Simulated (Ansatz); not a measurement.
# A low-energy model for NaAuCl3 (cubic perovskite) (Pm-3m): bands, U and J

Wanted: the parameters of a Hubbard-Kanamori model for NaAuCl3 (cubic perovskite) (Pm-3m).

Main program and level: Ansatz 0.2.0; non-magnetic LDA, then constrained RPA, plane waves, PAW.

The structure was built from a prototype and need not be the compound's stable phase.

## 1. Starting point

It takes space group Pm-3m (No. 221, cubic). The conventional cell has a = 4.944 Å, b = 4.944 Å, c = 4.944 Å, α = 90.00°, β = 90.00°, γ = 90.00°. Nearest to Na lie 12 Cl at 3.50 Å. Nearest to Au lie 6 Cl at 2.47 Å. Nearest to Cl lie 2 Au at 2.47 Å and 4 Na at 3.50 Å. Farther neighbours and most contacts between anions are not listed.

The structure was relaxed with LDA. The structure type comes from a generator and need not be one that this composition takes. The structure was generated from a model, not taken from a measurement. The runs that relaxed it are not among those shown. The program's search for lower electronic states was switched off, so nothing shows that the state found is the lowest. Spin-orbit coupling is left out unless a step names it. The default PAW set here is soft_2. Its files were made with PBE.

## 2. LDA bands and orbital weights

This step: DFT, LDA, plane waves, PAW.

Input file input.yaml:

```yaml
crystal:
  lattice:
    - [0.0, -4.94390326, 0.0]
    - [0.0, 0.0, 4.94390326]
    - [-4.94390326, 0.0, 0.0]
  atoms:
    - { symbol: Na, position: [0.0, 0.0, 0.0] }
    - { symbol: Au, position: [0.5, 0.5, 0.5] }
    - { symbol: Cl, position: [0.5, 0.5, 0.0] }
    - { symbol: Cl, position: [0.5, 0.0, 0.5] }
    - { symbol: Cl, position: [0.0, 0.5, 0.5] }
kpoints:
  mp_grid: { grid: [6, 6, 6] }
  band_path:
    path:
      - [[0.0, 0.0, 0.0], [0.0, 0.5, 0.0], [0.5, 0.5, 0.0], [0.0, 0.0, 0.0], [0.5, 0.5, 0.5], [0.0, 0.5, 0.0]]
      - [[0.5, 0.5, 0.5], [0.5, 0.5, 0.0]]
    npoints: 10
hamiltonian:
  xc: lda
scf:
  occupations: { method: gaussian, width: 0.08 }
  n_extra_bands: 19
  max_iter: 150
  lower_state_search: "off"
output:
  eigenvalues: true
  forces: true
  stress: true
  fatbands: true
  write_density: true
  write_potential: true
  elf: true
  volumetric_format: npy
```

Launch:

```sh
ansatz run input.yaml --threads 4 --pin off --max-ram 9216MiB --backend cpu --events-out ev --progress --plain --runs-dir out
```

Numbers of over 12 decimals in the logs are rounded to 6 here.

The log of the run:

```text
scf.n_extra_bands = 19 over 25 filled bands (N_el = 49.0): the run solves 44 bands
Engine: ansatz 0.2.0, aarch64-unknown-linux-gnu
Pseudopotentials: kind: paw
Pseudopotential: Na, paw, valence charge 9, recommended cutoff 420 eV (normal), Na.paw.azcp
Pseudopotential: Au, paw, valence charge 19, recommended cutoff 420 eV (normal), Au.paw.azcp
Pseudopotential: Cl, paw, valence charge 7, recommended cutoff 420 eV (normal), Cl.paw.azcp
Functional definition: SPW92
  exchange = slater_x
  correlation = pw_c
Crystal: 5 atoms, lattice volume = 120.840 Å³
Basis set: ecut = 420 eV, 2373 PW (Γ)
Bands: 44, of which v1, the nominal top of the filled ones, is band 25 counted from 1 (24 counted from 0)
Symmetry: 48 space group operations
Space group: Pm-3m (ITA 221), of the structure as read, at distance tolerance 4.9e-5 Å
k-points: 20 of 216
Non-local potential: Na, projectors of the file, l = 0: 3, l = 1: 2, l = 2: 1
Non-local potential: Au, projectors of the file, l = 0: 3, l = 1: 2, l = 2: 2, l = 3: 1
Non-local potential: Cl, projectors of the file, l = 0: 2, l = 1: 2, l = 2: 2
PAW form: soft (Blöchl's): semilocal exchange-correlation on the pseudo side does not see the compensation charge
PAW frozen core: Na, regenerated for the run's functional, and the local potential with it (the file was generated under x = pbe(κ = 0.804, μ = 0.219515), c = pbe(β = 0.066725))
PAW frozen core: Au, regenerated for the run's functional, and the local potential with it (the file was generated under x = pbe(κ = 0.804, μ = 0.219515), c = pbe(β = 0.066725))
PAW frozen core: Cl, regenerated for the run's functional, and the local potential with it (the file was generated under x = pbe(κ = 0.804, μ = 0.219515), c = pbe(β = 0.066725))
PAW one-centre angular grid: Na, 110 points (default); XC on 64 Gauss nodes
PAW one-centre angular grid: Au, 590 points (default); XC on 64 Gauss nodes
PAW one-centre angular grid: Cl, 110 points (default); XC on 64 Gauss nodes
Initial density: superposition of atomic densities (neutral atoms: chi_scale 0, normalization atom), corrected by the library's trained network
Initial wavefunctions: pseudopotential atomic-orbital guess
Functional: x = slater, c = lda
SCF iter   1: F=—  HF=-17467.487409 eV  |F-HF|=—  |Δ(HF+E_count)|=         —  Δρ=6.35e-3  dr2=4.07e-2  ethr=1.77e-3  ⟨swp⟩=6.2  Hψ=4146  notcnv=0  defer=141
preconditioner: auto → LDOS  [metal: Δε(μ)=0.040 eV  Ē_g=14.935 eV  σ=0.080 eV  W_gap=0.27  n_scr=26 (ndim 8)  ℏωp=19.4 eV  f_vac=0.172  D(μ)=3.59/eV (n_scr^D=26)  β→1.0]
SCF iter   2: F=—  HF=-17467.476175 eV  |F-HF|=—  |Δ(HF+E_count)|=   1.12e-2  Δρ=2.97e-3  dr2=7.54e-3  ethr=8.30e-5  ⟨swp⟩=2.0  Hψ=1536  notcnv=0  defer=218
SCF iter   3: F=—  HF=-17467.472682 eV  |F-HF|=—  |Δ(HF+E_count)|=   3.49e-3  Δρ=5.96e-4  dr2=3.82e-4  ethr=1.54e-5  ⟨swp⟩=2.0  Hψ=1034  notcnv=0  defer=218
SCF iter   4: F=—  HF=-17467.472531 eV  |F-HF|=—  |Δ(HF+E_count)|=   1.50e-4  Δρ=2.27e-4  dr2=8.82e-5  ethr=7.79e-7  ⟨swp⟩=3.0  Hψ=1176  notcnv=0  defer=218
SCF iter   5: F=—  HF=-17467.472512 eV  |F-HF|=—  |Δ(HF+E_count)|=   1.91e-5  Δρ=1.55e-4  dr2=3.99e-5  ethr=1.80e-7  ⟨swp⟩=1.1  Hψ=640  notcnv=0  defer=218
SCF iter   6: F=—  HF=-17467.472504 eV  |F-HF|=—  |Δ(HF+E_count)|=   8.59e-6  Δρ=7.61e-5  dr2=7.84e-6  ethr=8.15e-8  ⟨swp⟩=2.1  Hψ=982  notcnv=0  defer=218
SCF iter   7: F=—  HF=-17467.472501 eV  |F-HF|=—  |Δ(HF+E_count)|=   2.72e-6  Δρ=1.39e-5  dr2=2.12e-7  ethr=1.60e-8  ⟨swp⟩=2.0  Hψ=1030  notcnv=0  defer=218
SCF iter   8: F=-17467.472501 eV  HF=-17467.472501 eV  |F-HF|=3.64e-12  |Δ(HF+E_count)|=   5.48e-8  Δρ=1.09e-6  dr2=6.42e-10  ethr=2.04e-10  ⟨swp⟩=17.4  Hψ=6738  notcnv=0
SCF 1 converged in 8 iterations: F = -17467.472501 eV  dr2 = 6.42e-10
  greatest PAW one-centre occupation: 1.002 electrons in one spin orbital (limit 2), on the Au atom at site 1 (counted from 0), in its partial waves of l = 0
NSCF: frozen V_eff on 62 k-points
SCF converged after 8 iterations
Free energy (F): -17467.472501 eV
Harris-Foulkes:  -17467.472501 eV  (|F-HF|=3.64e-12)
Internal energy: -17467.461036 eV  (E = F + TS)
E sigma→0 (E₀):  -17467.466768 eV
Entropy (-TS):   -0.011465 eV (-2.293 meV/atom)
Fermi energy:    5.361009 eV
--- Per-component energies (eV) ---
  E_band       = -742.183228
  E_kinetic    = 1208.396730
  E_local      = -5503.242424  (includes V_loc(G=0)·N_el)
  E_nonlocal   = 289.880228
  E_hartree    = 2176.098539
  E_xc         = -581.298827
  E_vxc        = -687.280520  (∫ρ·V_xc dr)
  E_paw        = -11543.833111  (= ΣΔE_a)
  E_vpaw       = -402.136638  (= ΣTr[D̂ρ^β])
  E_aug_tail   = 0.001638  (compensation charges beyond the density's cutoff)
  E_ewald      = -3514.698891
  E_core_change = 1.235083  (= ΣΔE_core)
  E_smearing   = -0.011465  (= −TS)
  E_closure    = 0.000000  (closes the sum)
  Σ components = -17467.472501   (vs F -17467.472501, Δ=0.00e0)
--- Forces (eV/Å), atoms counted from 1 ---
  atom   1  Na    -0.00000000    -0.00000000     0.00000000
  atom   2  Au    -0.00000000    -0.00000000    -0.00000000
  atom   3  Cl    -0.00000000    -0.00000000     0.00000000
  atom   4  Cl    -0.00000000     0.00000000     0.00000000
  atom   5  Cl    -0.00000000     0.00000000     0.00000000
  max |Σ_I F_I| component: 1.90e-28 eV/Å
--- Stress (GPa, compression-positive) ---
       -0.212237      -0.000000       0.000000
        0.000000      -0.212237       0.000000
        0.000000       0.000000      -0.212237
  P = ⅓ Tr σ = -0.2122 GPa (-2.122 kbar)
--- Band table (eV; the first three rows and the last of 20) ---
  k-point 0: bands = [... 21 lower, 2.4584, 2.6266, 2.6266, 2.6266, 5.4505, 7.2057, 11.2268, 11.2268, ... 15 higher]
  k-point 1: bands = [... 21 lower, 2.5374, 2.7560, 2.7560, 2.8757, 6.1997, 7.5445, 11.0957, 11.5805, ... 15 higher]
  k-point 2: bands = [... 21 lower, 2.5665, 3.0743, 3.0743, 3.1355, 7.9984, 8.4237, 10.5008, 12.4647, ... 15 higher]
  k-point 19: bands = [... 21 lower, 3.2629, 3.2629, 6.4991, 6.4991, 8.0934, 10.5075, 10.5075, 10.5075, ... 15 higher]
```

Elapsed: 4.4 s, on 4 threads of Arm Neoverse V2, shared host; peak memory 0.49 GiB; 17 s of CPU time.

Numbers from this step:

```yaml
pressure: -0.2122 GPa
```

The electronic bands at the labelled points (eV, zero at the Fermi level):

```tsv
point	band 22	band 23	band 24	band 25	band 26	band 27	band 28	band 29
Γ	-2.90	-2.73	-2.73	-2.73	0.09	1.84	5.87	5.87
halfway	-2.80	-2.44	-2.44	-2.33	1.67	2.57	5.51	6.62
X	-2.79	-2.15	-2.14	-2.14	3.86	4.07	4.33	7.02
halfway	-2.43	-2.20	-2.13	-0.28	4.04	4.43	4.99	6.28
M	-2.12	-2.12	-2.11	1.13	4.22	5.72	5.72	5.89
halfway	-2.62	-2.45	-2.43	-0.87	2.45	3.16	5.92	6.07
Γ	-2.90	-2.73	-2.73	-2.73	0.09	1.84	5.87	5.87
halfway	-2.53	-2.53	-0.91	-0.91	2.99	3.47	5.32	6.44
R	-2.10	-2.10	1.14	1.14	2.73	5.15	5.15	5.15
halfway	-2.20	-2.18	-0.98	-0.02	3.66	4.63	5.51	5.73
X	-2.79	-2.15	-2.14	-2.14	3.86	4.07	4.33	7.02
jump to R	-2.10	-2.10	1.14	1.14	2.73	5.15	5.15	5.15
halfway	-2.18	-2.10	-0.68	1.13	3.29	5.58	5.58	5.70
M	-2.12	-2.12	-2.11	1.13	4.22	5.72	5.72	5.89
```

Of the projections kept (Au 5d, Cl 3p), the largest for each band there; the rest of the weight can lie on other orbitals:

```tsv
point	band 22	band 23	band 24	band 25	band 26	band 27	band 28	band 29
Γ	Cl 3p 1.00	Cl 3p 0.99	Cl 3p 0.99	Cl 3p 0.99	-	-	-	-
X	Cl 3p 1.00	Au 5d 0.48	Cl 3p 0.68	Cl 3p 0.68	Cl 3p 0.13	Cl 3p 0.36	-	-
M	Cl 3p 0.68	Cl 3p 0.68	Cl 3p 1.00	Cl 3p 0.60	Cl 3p 0.10	Cl 3p 0.01	Cl 3p 0.01	-
Γ	Cl 3p 1.00	Cl 3p 0.99	Cl 3p 0.99	Cl 3p 0.99	-	-	-	-
R	Cl 3p 1.00	Cl 3p 1.00	Cl 3p 0.60	Cl 3p 0.60	-	-	-	-
X	Cl 3p 1.00	Au 5d 0.48	Cl 3p 0.68	Cl 3p 0.68	Cl 3p 0.13	Cl 3p 0.36	-	-
```

Valence density in the ac plane at fractional y = 0.500, with atoms of Au and Cl within 0.2 Å of it. It is the smooth field of the valence electrons, not physical close to the nuclei.

Ten steps, logarithmic in the rise over the least value, from '0' (0 e/Å³) to '9' (13 e/Å³), each cell a mean:
```
00013554542000
00012455431000
10001233321000
22111233321112
44222466532234
55433689853345
35434799963354
45434799863355
54323577642245
33211344321123
11001233321011
00002344421000
00013455542000
00013543542100
```
Columns run along a (4.9 Å), rows up along c (4.9 Å). Atoms in or near the plane, at fractional coordinates: Au at (0.50, 0.50), Cl at (0.50, 0.00), Cl at (0.00, 0.50).

Electrostatic potential energy in the ac plane at fractional y = 0.500, with atoms of Au and Cl within 0.2 Å of it. With pseudopotentials it is smooth inside the atoms' cores, unlike the true potential.

Values in eV, 14 rows by 14 columns, each cell a mean:
```
 10  10  10   9   4 -22 -44 -47 -38  -8   7  10  10  10
 10  10  10  10   7  -5 -22 -27 -15   2   8  10  10  10
 10  10  10  10   8   5   0  -2   2   7   9  10  10  10
  6   8   9   9   8   4   0  -1   2   6   8   9   8   7
-11  -3   5   7   4  -7 -22 -26 -16   0   6   7   2  -8
-42 -30  -6   4  -3 -29 -43 -45 -40 -16   2   2 -15 -38
-47 -41 -14   2  -9 -38 -46 -45 -45 -26  -1  -2 -27 -47
-46 -37 -10   3  -6 -35 -45 -46 -43 -22   0   0 -22 -44
-27 -15   1   6   1 -17 -35 -38 -29  -7   4   5  -5 -22
  2   5   8   8   7   1  -6  -9  -3   4   8   8   7   4
  9   9  10   9   8   6   3   2   4   7   9  10  10   9
 10  10  10  10   8   1 -10 -14  -6   5   9  10  10  10
 10  10  10   9   5 -15 -37 -41 -30  -3   8  10  10  10
 10  10  10   9   2 -27 -46 -47 -42 -11   6  10  10  10
```
Columns run along a (4.9 Å; values clipped at the 3rd and 97th percentile), rows up along c (4.9 Å). Atoms in or near the plane, at fractional coordinates: Au at (0.50, 0.50), Cl at (0.50, 0.00), Cl at (0.00, 0.50).

## 3. Constrained RPA: Au d + anion p, bands v14 to v1, 4×4×4 mesh, medium accuracy

Constrained RPA screens the interaction with every transition except those inside the target bands, which a later many-body model would treat itself.

This step: constrained RPA on LDA, plane waves, PAW.

input.yaml, the sections that differ from step 2:

```yaml
kpoints:
  mp_grid: { grid: [6, 6, 6] }
output:
  crpa:
    kmesh: [4, 4, 4]
    target_bands: [v14, v1]
    projections: [{ species: Au, l: d, shell: 5 }, { species: Cl, l: p, shell: 3 }]
  local_orbitals:
    kmesh: [8, 8, 8]
    orbitals: [{ species: Au, l: d, shell: 5 }, { species: Cl, l: p, shell: 3 }]
    window: { bands: [v14, v1] }
    seedname: lo
# crystal, hamiltonian, scf: as in step 2
```

The log of the run:

```text
[...]
Crystal: 5 atoms, lattice volume = 120.840 Å³
Basis set: ecut = 420 eV, 2373 PW (Γ)
Bands: 44, of which v1, the nominal top of the filled ones, is band 25 counted from 1 (24 counted from 0)
[... 1 set-up line as in the run before ...]
[...]
k-points: 20 of 216
[...]
SCF iter   1: F=—  HF=-17467.487407 eV  |F-HF|=—  |Δ(HF+E_count)|=         —  Δρ=6.35e-3  dr2=4.07e-2  ethr=1.77e-3  ⟨swp⟩=6.2  Hψ=4146  notcnv=0  defer=141
[...]
SCF iter   8: F=-17467.472501 eV  HF=-17467.472501 eV  |F-HF|=4.00e-11  |Δ(HF+E_count)|=   5.49e-8  Δρ=1.04e-6  dr2=5.63e-10  ethr=2.04e-10  ⟨swp⟩=12.6  Hψ=4585  notcnv=0
SCF 1 converged in 8 iterations: F = -17467.472501 eV  dr2 = 5.63e-10
[...]
NSCF: frozen V_eff on 38 k-points
[...]
cRPA screening: q 1/64
cRPA screening: q 2/64
cRPA screening: q 8/64 (q-point 3)
cRPA screening: q 11/64 (q-point 6)
cRPA screening: q 17/64 (q-point 7)
cRPA screening: q 29/64 (q-point 8)
cRPA screening: q 35/64 (q-point 11)
cRPA screening: q 38/64 (q-point 22)
cRPA screening: q 40/64 (q-point 23)
cRPA screening: q 46/64 (q-point 24)
cRPA screening: q 52/64 (q-point 27)
cRPA screening: q 58/64 (q-point 28)
cRPA screening: q 64/64 (q-point 43)
SCF converged after 8 iterations
Free energy (F): -17467.472501 eV
[...]
Internal energy: -17467.461036 eV  (E = F + TS)
E sigma→0 (E₀):  -17467.466768 eV
Entropy (-TS):   -0.011465 eV (-2.293 meV/atom)
Fermi energy:    5.361009 eV
[...]
--- Band table (eV; the first three rows and the last of 20) ---
  k-point 0: bands = [... 21 lower, 2.4584, 2.6266, 2.6266, 2.6266, 5.4505, 7.2057, 11.2268, 11.2268, ... 15 higher]
  k-point 1: bands = [... 21 lower, 2.5374, 2.7560, 2.7560, 2.8757, 6.1997, 7.5445, 11.0957, 11.5805, ... 15 higher]
  k-point 2: bands = [... 21 lower, 2.5665, 3.0743, 3.0743, 3.1355, 7.9984, 8.4237, 10.5008, 12.4647, ... 15 higher]
  k-point 19: bands = [... 21 lower, 3.2629, 3.2629, 6.4991, 6.4991, 8.0934, 10.5075, 10.5075, 10.5075, ... 15 higher]
--- cRPA (band scheme, projected local orbitals): target bands 12..25 (1-based), 14 Wannier function(s), 4×4×4 mesh, 50 bands' worth read of 55 solved, ecut_chi 136.0 eV, v(q+G=0) probe_charge, pair densities all_electron ---
  bands read: the sum over 50 bands ends inside a degenerate multiplet in 19 slots, whose members it reads at an even weight; the widest, k=0: bands 50 to 52 (counted from 1) at 1/3 each
  χ-basis size per q: N_G = 418..461
  window electrons = 27.0000, filled by tetrahedron_uncorrected; constrained ε̄⁻¹(q = 0, 0) head = 0.272265; min gauge Gram eig = 0.5301
  Kanamori averages over each shell's own Wannier functions (sites counted from 0, functions from 1):
  Each shell's averages of U are screened by what lies outside the whole window alone: parameters of one model of all the shells.
    Site 1, 5D, 5 of 5 d orbitals (Wannier functions 1, 2, 3, 4, 5; wannier90's mr 1, 2, 3, 4, 5):
      screened: U = 5.4022 eV, U' = 4.4358 eV, J = 0.4784 eV
      screened, to within: U = 1.5e-2 eV, U' = 1.5e-2 eV, J = 6.4e-4 eV
      bare: V = 16.3787 eV, V' = 15.0690 eV, J = 0.6486 eV
    Site 2, 3P, 3 of 3 p orbitals (Wannier functions 6, 7, 8; wannier90's mr 1, 2, 3):
      screened: U = 5.0428 eV, U' = 4.0484 eV, J = 0.4698 eV
      screened, to within: U = 5.4e-3 eV, U' = 5.4e-3 eV, J = 6.0e-4 eV
      bare: V = 13.3497 eV, V' = 11.8806 eV, J = 0.6963 eV
    Site 3, 3P, 3 of 3 p orbitals (Wannier functions 9, 10, 11; wannier90's mr 1, 2, 3):
      screened: U = 5.0428 eV, U' = 4.0484 eV, J = 0.4698 eV
      screened, to within: U = 5.4e-3 eV, U' = 5.4e-3 eV, J = 6.0e-4 eV
      bare: V = 13.3497 eV, V' = 11.8806 eV, J = 0.6963 eV
    Site 4, 3P, 3 of 3 p orbitals (Wannier functions 12, 13, 14; wannier90's mr 1, 2, 3):
      screened: U = 5.0428 eV, U' = 4.0484 eV, J = 0.4698 eV
      screened, to within: U = 5.4e-3 eV, U' = 5.4e-3 eV, J = 6.0e-4 eV
      bare: V = 13.3497 eV, V' = 11.8806 eV, J = 0.6963 eV
  Hermiticity witness max|P − P†| over intra, direct and exchange elements: 1.15e-14 eV (screened), 1.78e-15 eV (bare)
  Reality witness max|Im| over intra, direct and exchange elements: 8.96e-9 eV (screened), 2.97e-12 eV (bare)
```

The job ended after 6.6 min (4 threads; peak memory 0.97 GiB; 25 min of CPU time).

Numbers from this step:

```yaml
u: 5.402 eV
u_prime_inter_orbital: 4.436 eV
j: 0.4784 eV
bare_v: 16.38 eV
bare_j: 0.6486 eV
stated_bound_on_u: 0.01422 eV
u_over_bare_v: 0.3298
electrons_in_the_window: 27.00
head_of_the_constrained_inverse_dielectric_matrix: 0.2723
least_eigenvalue_of_the_projection_s_overlap: 0.5301
target_functions: 14
bands_in_the_sums: 50
r_m_s_miss_of_the_model_bands: 2.03e-4 eV
width_of_the_target_bands: 9.124 eV
weight_of_the_projected_orbitals_in_the_window: 0.9578
```

On the Au d shell, screening brings the on-site interaction from 16.4 eV down to U = 5.40 eV.

Kanamori averages over each shell's functions. Crpa shells, by row:

```tsv
site	element	shell	orbitals	U (eV)	U' (eV)	J (eV)	bare V (eV)	bare V' (eV)	bare J (eV)	bound on U (eV)
2	Au	5D	5	5.402	4.436	0.4784	16.38	15.07	0.6486	0.01422
3	Cl	3P	3	5.043	4.048	0.4698	13.35	11.88	0.6963	0.005387
4	Cl	3P	3	5.043	4.048	0.4698	13.35	11.88	0.6963	0.005387
5	Cl	3P	3	5.043	4.048	0.4698	13.35	11.88	0.6963	0.005387
```

Projected local orbitals of the target window. Electronic bands along the path, in eV, zero at the Fermi level; # counts the bands kept:

```tsv
point	#11	#12	#13	#14
Γ	-2.90	-2.73	-2.73	-2.73
halfway	-2.80	-2.44	-2.44	-2.33
X	-2.79	-2.15	-2.14	-2.14
halfway	-2.43	-2.20	-2.13	-0.28
M	-2.12	-2.12	-2.11	1.13
halfway	-2.62	-2.45	-2.43	-0.87
Γ	-2.90	-2.73	-2.73	-2.73
halfway	-2.53	-2.53	-0.91	-0.91
R	-2.10	-2.10	1.14	1.14
halfway	-2.20	-2.18	-0.98	-0.02
X	-2.79	-2.15	-2.14	-2.14
jump to R	-2.10	-2.10	1.14	1.14
halfway	-2.18	-2.10	-0.68	1.13
M	-2.12	-2.12	-2.11	1.13
```

The same for Kohn-Sham, solved directly:

```tsv
point	#11	#12	#13	#14
Γ	-2.90	-2.73	-2.73	-2.73
X	-2.79	-2.15	-2.14	-2.14
M	-2.12	-2.12	-2.11	1.13
Γ	-2.90	-2.73	-2.73	-2.73
R	-2.10	-2.10	1.14	1.14
X	-2.79	-2.15	-2.14	-2.14
R	-2.10	-2.10	1.14	1.14
M	-2.12	-2.12	-2.11	1.13
```

Onsite levels, by row:

```tsv
orbital	level less Fermi level (eV)
Au2 dz2	-3.762
Au2 dxz	-4.13
Au2 dyz	-4.13
Au2 dx2-y2	-3.762
Au2 dxy	-4.13
Cl3 pz	-3.236
Cl3 px	-4.599
Cl3 py	-3.236
Cl4 pz	-4.599
Cl4 px	-3.236
Cl4 py	-3.236
Cl5 pz	-3.236
Cl5 px	-3.236
Cl5 py	-4.599
```

Largest distinct elements between sites. Hoppings, by row:

```tsv
from	to	cell	distance (Å)	t (eV)
Au2 dz2	Cl4 pz	0 1 0	2.472	1.468
Cl5 py	Au2 dx2-y2	-1 0 0	2.472	1.272
Cl5 py	Au2 dz2	-1 0 0	2.472	0.7342
Cl4 px	Au2 dxz	0 -1 0	2.472	-0.6333
Cl3 px	Cl4 pz	0 0 -1	3.496	-0.5154
Cl4 py	Cl5 pz	0 -1 0	3.496	-0.2598
Cl4 py	Cl5 py	0 -1 0	3.496	0.2122
Cl4 py	Cl3 py	0 -1 0	3.496	-0.0933
Cl5 py	Cl5 py	0 -1 0	4.944	-0.082
Au2 dz2	Cl5 py	0 -1 0	5.527	0.0684
Cl3 pz	Cl3 pz	0 0 -1	4.944	-0.0658
Au2 dx2-y2	Cl5 py	0 0 1	5.527	0.0653
```

## 4. Results

```json
{
  "Au d + anion p": "U 5.40 eV, U′ 4.44 eV, J 0.48 eV, bare V 16.4 eV",
  "method": "constrained RPA on non-magnetic LDA, 4×4×4 mesh, static; search for lower states off"
}
```

What this shows: For Au d + anion p, screening cuts the on-site interaction from 16.38 eV to 5.40 eV (33 %), while J goes only from 0.65 eV to 0.48 eV: the monopole is screened far more than the multipoles. U − 2J differs from U′ by +0.01 eV, so the Kanamori relation holds well. The parent state is non-magnetic and the interaction static (zero frequency); U depends on the window and the orbitals, so it belongs to this model alone. The bands cross the Fermi level under this constraint, which need not be the crystal's state: magnetic order, correlation or a lattice distortion may open a gap. Spin-orbit coupling, which is strong for atoms this heavy, is left out. A window that holds the anion p bands defines a model with explicit ligands; its U belongs to that model and is not the U of DFT+U.

[Paths, hosts, dates, memory and timing lines, banners, echoed tables and standing remarks are left out of the program output.]

[Logs are printed without paths, hosts, clocks, repeated set-up lines and the standing remarks that a program may print on its own settings, such as how far it seeks lower states.]

[Runs of the session that timed out or met a known fault of the program may be left out.]

[Hosts, paths, dates, database ids (printed as entryN), source tags and the programs' standing remarks are cut or masked in the printed files.]
